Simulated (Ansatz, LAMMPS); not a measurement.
# Structural relaxation of a frame of liquid ethanol from 300 K (108 atoms), part 2 of 2

How does a frame of liquid ethanol from 300 K (108 atoms) relax, and what do bonds, charges and levels look like afterwards?

Ansatz 0.2.0; Kohn-Sham DFT, PBE+D4, PAW (set soft_2), plane waves.

The cell: 24 C, 12 O and 72 H. The network of contacts between molecules at the start is that of the classical potential that made the cell. The density was typed from a rule of thumb and may lie off the real one at this temperature. Only the Γ point is sampled, in a cell whose shortest periodic width is 11 Å.

So far, density (g/cm³): step 5 (distances and neighbours after relaxation) 0.79.

## 6. Single point at the relaxed geometry

The electronic structure is read at the final geometry, in a run of its own.

File input.yaml:

```yaml
crystal:
  lattice:
    - [10.51326, 0.0, 0.0]
    - [0.0, 10.51326, 0.0]
    - [0.0, 0.0, 10.51326]
  atoms:
    - { symbol: C, position: [0.83563, 0.5333, 0.90256] }
    - { symbol: C, position: [0.76742, 0.58336, 0.02005] }
    - { symbol: O, position: [0.78368, 0.504, 0.12906] }
    - { symbol: H, position: [0.93792, 0.52215, 0.92089] }
    - { symbol: H, position: [0.79733, 0.44062, 0.87321] }
    - { symbol: H, position: [0.8238, 0.59987, 0.82278] }
    - { symbol: H, position: [0.80451, 0.67768, 0.04624] }
    - { symbol: H, position: [0.66501, 0.59516, 0.99978] }
    - { symbol: H, position: [0.73414, 0.42295, 0.11648] }
    - { symbol: C, position: [0.81689, 0.54666, 0.52481] }
    - { symbol: C, position: [0.78213, 0.41934, 0.4657] }
    - { symbol: O, position: [0.89191, 0.34339, 0.43783] }
    - { symbol: H, position: [0.73095, 0.6019, 0.54672] }
    - { symbol: H, position: [0.87026, 0.53266, 0.61346] }
    - { symbol: H, position: [0.87577, 0.6028, 0.45925] }
    - { symbol: H, position: [0.72327, 0.36293, 0.53123] }
    - { symbol: H, position: [0.72657, 0.4343, 0.37795] }
    - { symbol: H, position: [0.94248, 0.38949, 0.37153] }
    - { symbol: C, position: [0.25243, 0.06714, 0.4036] }
    - { symbol: C, position: [0.38309, 0.07754, 0.34183] }
    - { symbol: O, position: [0.39289, 0.00683, 0.22631] }
    - { symbol: H, position: [0.23269, 0.96858, 0.43223] }
    - { symbol: H, position: [0.24693, 0.12652, 0.4896] }
    - { symbol: H, position: [0.17761, 0.09817, 0.33756] }
    - { symbol: H, position: [0.40361, 0.17693, 0.31645] }
    - { symbol: H, position: [0.45738, 0.0474, 0.41007] }
    - { symbol: H, position: [0.38836, 0.91591, 0.24818] }
    - { symbol: C, position: [0.81364, 0.12999, 0.13186] }
    - { symbol: C, position: [0.68847, 0.18496, 0.1795] }
    - { symbol: O, position: [0.64698, 0.29334, 0.10688] }
    - { symbol: H, position: [0.89018, 0.20093, 0.13762] }
    - { symbol: H, position: [0.84161, 0.04802, 0.19059] }
    - { symbol: H, position: [0.80588, 0.09828, 0.03253] }
    - { symbol: H, position: [0.61301, 0.11219, 0.17844] }
    - { symbol: H, position: [0.6991, 0.21807, 0.27807] }
    - { symbol: H, position: [0.62252, 0.26245, 0.02024] }
    - { symbol: C, position: [0.09011, 0.77269, 0.62841] }
    - { symbol: C, position: [0.16511, 0.68316, 0.54315] }
    - { symbol: O, position: [0.2965, 0.71943, 0.53283] }
    - { symbol: H, position: [0.12813, 0.77135, 0.72573] }
    - { symbol: H, position: [0.09424, 0.87079, 0.59285] }
    - { symbol: H, position: [0.98984, 0.74352, 0.63253] }
    - { symbol: H, position: [0.15802, 0.58447, 0.57821] }
    - { symbol: H, position: [0.127, 0.68355, 0.44579] }
    - { symbol: H, position: [0.33405, 0.71047, 0.61844] }
    - { symbol: C, position: [0.42954, 0.0657, 0.76071] }
    - { symbol: C, position: [0.49142, 0.0981, 0.88738] }
    - { symbol: O, position: [0.57768, 0.20387, 0.87726] }
    - { symbol: H, position: [0.36388, 0.98502, 0.77157] }
    - { symbol: H, position: [0.37582, 0.14727, 0.72354] }
    - { symbol: H, position: [0.50112, 0.03878, 0.68946] }
    - { symbol: H, position: [0.41952, 0.12527, 0.95817] }
    - { symbol: H, position: [0.54153, 0.01428, 0.92614] }
    - { symbol: H, position: [0.65392, 0.17493, 0.82887] }
    - { symbol: C, position: [0.61133, 0.75651, 0.31611] }
    - { symbol: C, position: [0.50039, 0.6765, 0.26973] }
    - { symbol: O, position: [0.37993, 0.7414, 0.28241] }
    - { symbol: H, position: [0.60249, 0.77729, 0.41819] }
    - { symbol: H, position: [0.70089, 0.70494, 0.30067] }
    - { symbol: H, position: [0.61575, 0.84738, 0.2646] }
    - { symbol: H, position: [0.51113, 0.65438, 0.16806] }
    - { symbol: H, position: [0.49601, 0.585, 0.32069] }
    - { symbol: H, position: [0.35284, 0.73423, 0.37259] }
    - { symbol: C, position: [0.78169, 0.98411, 0.56663] }
    - { symbol: C, position: [0.79774, 0.99054, 0.71037] }
    - { symbol: O, position: [0.78846, 0.11737, 0.75898] }
    - { symbol: H, position: [0.68887, 0.02243, 0.53753] }
    - { symbol: H, position: [0.85628, 0.03914, 0.51837] }
    - { symbol: H, position: [0.78803, 0.88509, 0.5335] }
    - { symbol: H, position: [0.72294, 0.93508, 0.75823] }
    - { symbol: H, position: [0.88998, 0.94885, 0.73836] }
    - { symbol: H, position: [0.85966, 0.16806, 0.72166] }
    - { symbol: C, position: [0.10634, 0.25133, 0.83934] }
    - { symbol: C, position: [0.07862, 0.31026, 0.71069] }
    - { symbol: O, position: [0.98466, 0.23574, 0.6468] }
    - { symbol: H, position: [0.14072, 0.15334, 0.82842] }
    - { symbol: H, position: [0.17969, 0.30609, 0.88971] }
    - { symbol: H, position: [0.02044, 0.2493, 0.89878] }
    [... 24 atom lines left out ...]
    - { symbol: H, position: [0.20917, 0.35861, 0.3443] }
    - { symbol: H, position: [0.30238, 0.37371, 0.2039] }
    - { symbol: H, position: [0.25379, 0.51229, 0.28799] }
    - { symbol: H, position: [0.12192, 0.4804, 0.09288] }
    - { symbol: H, position: [0.0768, 0.32635, 0.14719] }
    - { symbol: H, position: [0.92694, 0.48853, 0.19788] }
kpoints:
  mp_grid: { grid: [1, 1, 1] }
hamiltonian:
  xc: pbe
  dispersion: d4
scf:
  occupations: { method: fixed }
output:
  forces: true
  stress: true
  populations: true
  dos:
    method: { smearing: { sigma: 0.1 } }
    de: 0.1
    projected: { site_lists: { C: [C], H: [H], O: [O] } }
  eigenvalues: true
  write_density: true
  write_potential: true
  volumetric_format: npy
  elf: true
```

Started as:

```bash
$ ansatz run input.yaml --threads 4 --pin off --max-ram 8192MiB --backend cpu --events-out ev --progress --plain --runs-dir out
```

Elapsed: 13 s, on 4 threads of Arm Neoverse V1, shared host; peak memory 1.1 GiB; 47 s of CPU time.

The program notes that the exchange-correlation potential is rough where the density is thin.

Read from the output:

- free energy: -13990.5794 eV
- free energy per atom: -129.5424 eV/atom
- SCF cycles: 9
- pressure: -0.3396 GPa
- r.m.s. force component: 0.00515 eV/Å
- longest force: 0.03047 eV/Å
- Fermi energy: -1.964 eV
- gap (highest filled to lowest empty level): 4.83 eV
- spilling of the projection: 0.01355

Löwdin charges by element (they lack the spilled electrons, 0.030 e an atom on average):

```csv
element,coordination,atoms,mean charge (e),spread,least,most
C,all,24,-0.252,0.211,-0.469,-0.0296
H,all,72,0.216,0.0738,0.155,0.392
O,all,12,-0.523,0.0081,-0.539,-0.513
```

Density of states as counts of states in windows of 1 eV (from the Fermi level), total and the larger projections:

```
from (eV)  to (eV)  total   C p  H s   O p  C s
      -10       -9   20.6   3.2  6.5   3.4  6.8
       -9       -8    3.4   0.5  1.1   0.5  1.2
       -8       -7    5.2   1.5  1.2   2.2  0.1
       -7       -6   18.5   6.7  4.0   6.7  0.4
       -6       -5   20.3  11.2  4.6   3.8  0.0
       -5       -4   24.9  14.1  4.5   5.4  0.2
       -4       -3   34.5  17.7  9.7   6.1  0.1
       -3       -2   27.4  12.2  9.3   5.2  0.0
       -2       -1   13.3   3.6  3.3   5.7  0.0
       -1        0   22.6   2.7  2.4  17.0  0.2
        0        1    1.4   0.2  0.1   1.1  0.0
        1        4    0.0   0.0  0.0   0.0  0.0
        4        5    1.9   0.2  0.8   0.0  0.3
```

With fixed occupations the program's Fermi level is the highest filled level; weight inside the gap is the broadening of levels at its edges.

Between -20 and -10 eV lie 48 more states.

The levels nearest the highest filled one (over half full), pooled over k-points and spins:

```
level less the highest filled one (eV)  occupation
                                -0.466           2
                                -0.423           2
                                -0.386           2
                                -0.331           2
                                -0.311           2
                                     0           2
                                  4.83           0
                                  5.46           0
                                  5.54           0
                                  5.67           0
                                  5.76           0
                                  5.82           0
```

Electrostatic potential energy in the ac plane at fractional y = 0.112, with atoms of H and C and O within 0.2 Å of it. With pseudopotentials it is smooth inside the atoms' cores, unlike the true potential.

Ten even steps from '0' (-37 eV) to '9' (5 eV), each cell a mean:
```
999999999997137789999999999999
999999999998421158999999999999
999999999999820027899999999999
999878999999851158888999999999
999888999998656789989962269999
999999999986215899999820028999
999999999985457899999951158999
999999999998889999999998888999
999999999999999999999999999999
999999999999999999999999999999
999999989999999999999999999999
999999735999999999999999999999
999999624899999999999999999999
999998623788889999999999999999
999987512663479999999999999999
999961477730068999999999999999
999985799852379999999999999999
999999999988899999999999999999
999999999999999998678888889999
999999999999999996037775237999
999999999999999998678861005899
999999999999999999999983127999
999999999999999999999985158999
999999999999889999999996269999
```
Columns run along a (10.5 Å; values clipped at the 3rd and 97th percentile), rows up along c (10.5 Å). Atoms in or near the plane, at fractional coordinates: H at (0.25, 0.49), H at (0.18, 0.34), C at (0.81, 0.13), H at (0.81, 0.03), H at (0.61, 0.18), C at (0.49, 0.89), H at (0.42, 0.96), O at (0.79, 0.76).

Valence density in the ac plane at fractional y = 0.112, with atoms of H and C and O within 0.2 Å of it. It is the smooth field of the valence electrons, not physical close to the nuclei.

Ten steps, logarithmic in the rise over the least value, from '_' (0.0 e/Å³) to '@' (6.5 e/Å³), each cell a mean:
```
____________________..--****++==--::..______..::::::..______
____________________..--**####**++==::....__________________
____..::::....______..::==**##****++--::............________
__..::------..______..--==******++==--::::::--====--..______
____..----::..____..::==++****++--::::::::==**%%%%**--..____
____........______::==******++==::......::==%%@@@@##==::____
__________________::==******++--::..____..==##%%%%**==::..__
..________________..--======--::..______..::==++++==::......
....________________..............________....::::..........
..________________________________________............____..
__________..::::::..____________________................____
__________::==++++--..__________________..........::....____
________..--++##**==::........__________________......______
________::==++****++==------::..____________________________
______..--++******++++++++++--::____________________________
______::==****++++++**####++--..____________________________
______..--====----==++****++--..______......________________
________..........::--====--..____..::::::::..........______
__________________..::::::::..__..--++++==------====--::..__
____________________........____::==##**++++++******++--..__
________________________________..--++++====++**####++--..__
__________________________________..::::::--==**##**++--..__
__________________________..____________..::--**##**--::____
______________________::----::....________..::==++==::..____
```
Columns run along a (10.5 Å), rows up along c (10.5 Å). Atoms in or near the plane, at fractional coordinates: H at (0.25, 0.49), H at (0.18, 0.34), C at (0.81, 0.13), H at (0.81, 0.03), H at (0.61, 0.18), C at (0.49, 0.89), H at (0.42, 0.96), O at (0.79, 0.76).

Mean Löwdin charges: C -0.25, H +0.22, O -0.52 e (they miss 1.4 % of the electrons, so they add up to more than the cell's charge). The largest share in the top eV of filled states is O p (76 % of the projected weight), and in the lowest eV of empty states H s (57 % of the projected weight).

A closer look about O84, one of the 12 O atoms: 12 atoms, nearest first, numbered in the order of the input, with positions taken from that point.

```
atom      x      y      z  distance (Å)  bonds  Löwdin charge (e)
 O84   0.00   0.00   0.00          0.00      2              -0.54
 H90  -0.41   0.32   0.84          0.99      1               0.39
 C83   0.32  -1.39   0.20          1.44      4              -0.03
 H45  -0.42   0.47  -1.81          1.92      1               0.39
 H89   0.83  -1.51   1.17          2.09      1               0.17
 H88  -0.61  -1.99   0.24          2.09      1               0.16
 C82   1.21  -1.88  -0.92          2.41      4              -0.46
 H87   2.13  -1.29  -0.96          2.67      1               0.18
 H86   0.70  -1.79  -1.89          2.70      1               0.19
 O93  -1.20   0.48   2.54          2.85      2              -0.53
 O39  -0.81   0.57  -2.71          2.89      2              -0.53
 H40  -2.58   1.11  -0.68          2.89      1               0.18
```

The column of bonds counts only the pairs H-C within 1.34 Å, H-O within 1.21 Å, C-C within 1.85 Å, C-O within 1.73 Å; other neighbours, such as metal atoms beside each other in a compound, aren't counted, and periodic images can show an atom twice.

## 7. Summary of results

| Property | Result |
| --- | --- |
| energy change in the relaxation | -47.09 meV/atom |
| r.m.s. displacement | 0.93 Å |
| largest displacement | 2.018 Å |
| free energy per atom | -129.5424 eV/atom |
| pressure | -0.3396 GPa |
| r.m.s. force component | 0.00515 eV/Å |
| gap (highest filled to lowest empty level) | 4.83 eV |
| wall time of the 3 DFT runs | 3.8 min |

In words: Relaxation lowers the energy by 47.1 meV/atom and moves atoms by 0.93 Å r.m.s.; the r.m.s. force component goes from 0.85 to 0.0052 eV/Å, the pressure goes from 2.1 to -0.34 GPa, and the gap from 4.56 to 4.83 eV. By the final cutoffs no bond was broken or made. From the first step to the last the energy fell by 5.086 eV, and the largest move was 2.02 Å (H98). The H-O bonds go from 0.981 Å (spread 0.019) to 0.995 Å (spread 0.008). With the cutoffs above, all C atoms have 4, all H atoms have 1 and all O atoms have 2 bonded neighbours. Filled and empty levels are parted by 4.83 eV (at Γ alone); a semilocal functional tends to put such gaps too low. In a disordered cell it changes from sample to sample and from frame to frame.

What to keep in mind: The network of contacts between molecules at the start is that of the classical potential that made the cell; in DFT atoms moved by 0.93 Å r.m.s.

[Logs are printed without paths, hosts, clocks, repeated set-up lines and the standing remarks that a program may print on its own settings, such as how far it seeks lower states.]

[Hosts, paths, dates, database ids (printed as entryN), source tags and the programs' standing remarks are cut or masked in the printed files.]
